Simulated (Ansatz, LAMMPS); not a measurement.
# An extra electron or hole in glassy CaAl2Si6O16 (125 atoms): runs compared

Aim: add and remove one electron in glassy CaAl2Si6O16 (125 atoms), with atoms held and relaxed, and read trapping energy and localisation.

Computed with Ansatz 0.2.0: Kohn-Sham DFT, PBE, PAW (set soft_2), plane waves.

### Step 1. The cell as built

The cell holds 125 atoms: 10 Al, 5 Ca, 80 O and 30 Si. Its edges and angles: a = 11.753 Å, b = 11.753 Å, c = 11.753 Å, α = 90.0°, β = 90.0°, γ = 90.0°. 125 atoms (10 Al, 5 Ca, 80 O, 30 Si) placed at random at 2.61 g/cm³, melted at 4500 K for 20 ps at fixed volume with the Morse and Coulomb pair potential with partial charges (Pedone, Malavasi, Menziani, Cormack and Segre, J. Phys. Chem. B 110, 11780 (2006)). Quenched from 4500 K to 300 K at 10 K/ps and fixed volume, held 20 ps at zero pressure.

What the set-up can't give: The quench rate of 10 K/ps far exceeds what a furnace or splat quench reaches, so expect more defects and frozen-in strain than in a real sample. The starting topology of bonds comes from the classical model, and needn't be the one that DFT or experiment would give. Only the Γ point is sampled, in a cell whose shortest periodic width is 12 Å.

### Step 2. The reference run

The reference is a single point at the end of the relaxation.

The charged cells start from the geometry of this run, on a uniform background, with spin and a narrow Fermi–Dirac smearing.

Its input, with most atom lines left out:

```yaml
crystal:
  lattice:
    - [11.75268, 0.0, 0.0]
    - [0.0, 11.75268, 0.0]
    - [0.0, 0.0, 11.75268]
  atoms:
    - { symbol: Al, position: [0.9168, 0.78249, 0.96258] }
    - { symbol: Al, position: [0.70782, 0.61969, 0.62625] }
    - { symbol: Al, position: [0.56537, 0.25892, 0.78273] }
    - { symbol: Al, position: [0.83906, 0.80294, 0.49641] }
    - { symbol: Al, position: [0.98882, 0.44901, 0.96526] }
    - { symbol: Al, position: [0.32048, 0.20998, 0.8632] }
    - { symbol: Al, position: [0.24468, 0.54111, 0.99331] }
    [... atom lines 8 to 125 left out ...]
kpoints:
  mp_grid: { grid: [1, 1, 1] }
hamiltonian:
  xc: pbe
scf:
  occupations: { method: gaussian, width: 0.05 }
output:
  forces: true
  stress: true
  populations: true
  dos:
    method: { smearing: { sigma: 0.15 } }
    de: 0.1
    projected: { site_lists: { Al: [Al], Ca: [Ca], O: [O], Si: [Si] } }
  eigenvalues: true
  write_density: true
  write_potential: true
  volumetric_format: npy
```

- free energy per atom: -632.6081 eV/atom
- r.m.s. force component: 0.01289 eV/Å
- pressure: 2.352 GPa

Filled and empty levels are parted by 3.89 eV (at Γ alone); a semilocal functional tends to put such gaps too low. In a disordered cell it changes from sample to sample, and tail or defect levels can set it.

### Step 3. The runs

Each row is one run, on 4 threads of Intel Xeon Platinum 8488C (Sapphire Rapids), shared host. The free energy is the program's total, comparable only between runs with the same functional, potentials and atoms; between charge states it hangs on the program's zero of potential.

| run | atoms | outcome | ionic steps, all passes | free energy (eV) | time | host memory (GiB) |
| --- | --- | --- | --- | --- | --- | --- |
| Single point at the start | 125 | converged | - | -79066.824 | 25 s | 2.3 |
| Relaxation | 125 | converged | 8 | -79076.008 | 3 min | 2.3 |
| Single point at the relaxed geometry | 125 | converged | - | -79076.008 | 46 s | 2.4 |
| An extra electron, atoms held | 125 | converged | - | -79068.084 | 80 s | 4.0 |
| An extra electron, atoms relaxed | 125 | converged | 3 | -79068.096 | 94 s | 3.9 |
| An extra electron, levels at the relaxed geometry | 125 | converged | - | -79068.096 | 55 s | 4.0 |
| Neutral at the geometry of the electron | 125 | converged | - | -79076.002 | 17 s | 2.4 |
| An extra hole, atoms held | 125 | converged | - | -79079.610 | 1.7 min | 4.0 |
| An extra hole, atoms relaxed | 125 | converged | 10 | -79079.803 | 5.6 min | 3.9 |
| An extra hole, levels at the relaxed geometry | 125 | converged | - | -79079.803 | 66 s | 4.0 |
| Neutral at the geometry of the hole | 125 | converged | - | -79075.559 | 18 s | 2.4 |

In some runs the program notes that starting moments were not kept.

Local excerpt of 9 atoms (numbers count through the whole input) about O20, which holds the most spin of the extra hole after relaxation; x, y, z are measured from there.

| atom | x | y | z | distance (Å) | intrinsic-atomic-orbital charge (e) | moment (μB) |
| --- | --- | --- | --- | --- | --- | --- |
| O20 | 0.00 | 0.00 | 0.00 | 0.00 | -0.86 | 0.29 |
| Si119 | 1.35 | 0.60 | 0.67 | 1.63 | 1.71 | 0.00 |
| Ca11 | -0.29 | 1.62 | -1.74 | 2.40 | 1.81 | 0.00 |
| O44 | 1.60 | 1.92 | -0.25 | 2.52 | -0.99 | 0.01 |
| O43 | 2.55 | -0.52 | 0.46 | 2.64 | -0.82 | 0.12 |
| O93 | 1.42 | 1.06 | 2.22 | 2.84 | -0.85 | 0.03 |
| O71 | -1.32 | 0.00 | 2.52 | 2.85 | -0.86 | 0.01 |
| O80 | -0.91 | 2.52 | 1.73 | 3.19 | -0.90 | 0.01 |
| O64 | -0.83 | -3.07 | -0.32 | 3.20 | -0.87 | 0.00 |

### Step 4. Energies and spread of the extra charge

Energies are differences within one cell and functional; the shift is the gain plus the neutral cell's energy at the new geometry, that is how much cheaper the vertical process becomes there. The spread is the participation number of the site moments (1/Σw², over the spin inside atomic spheres), with the atom that holds the largest share and the spin that the spheres hold in all.

| carrier | charged less neutral, atoms held (eV) | gain on relaxing (eV) | neutral cell at that geometry, less the reference (eV) | shift of the vertical energy (eV) | spread, atoms held | spread, relaxed |
| --- | --- | --- | --- | --- | --- | --- |
| electron | 7.924 | 0.012 | 0.006 | 0.018 | - | - |
| hole | -3.602 | 0.193 | 0.449 | 0.642 | 14; O20 17 % of 0.76 μB | 4; O20 39 % of 0.74 μB |

### Step 5. Outcome

The extra electron gains 0.012 eV as the atoms relax: so small a gain shows no trapping at this level. The cell with the electron keeps a moment of only 0.00 μB where one unpaired electron should give 1 μB: the carrier is shared between both spins, which can hide trapping. The extra hole gains 0.19 eV as the atoms relax, and its spin goes from about 14 to 4 atoms: a partial localisation as the atoms move, with the largest share on O20. The O20–Ca11 distance goes from 2.19 to 2.40 Å. Adding the two vertical energies gives 4.32 eV, against a gap of 3.89 eV in the neutral cell. The zero of the potential cancels in this sum; the excess isn't taken apart here: charging of a small cell, filling of bands on a coarse mesh and the attraction to the background can all enter.

**Limits.** Single energies of charged cells hang on the program's zero of potential. In the spin-polarised runs the search for a state of lower energy was switched off. No distortion was seeded, so a trapped state behind a barrier can't be found. Local and semilocal functionals favour spread-out charges, so trapping can be missed. The stress is far from hydrostatic: its diagonal is 0.6, 4.1, 2.3 GPa, compression counted positive. The pressure of 2.4 GPa means that a free cell would grow at this level. Charged cells carry a uniform background, with no correction for images.

The DFT runs together took 17 min of wall time.

[Logs are printed without paths, hosts, clocks, repeated set-up lines and the standing remarks that a program may print on its own settings, such as how far it seeks lower states.]

[Hosts, paths, dates, database ids (printed as entryN), source tags and the programs' standing remarks are cut or masked in the printed files.]
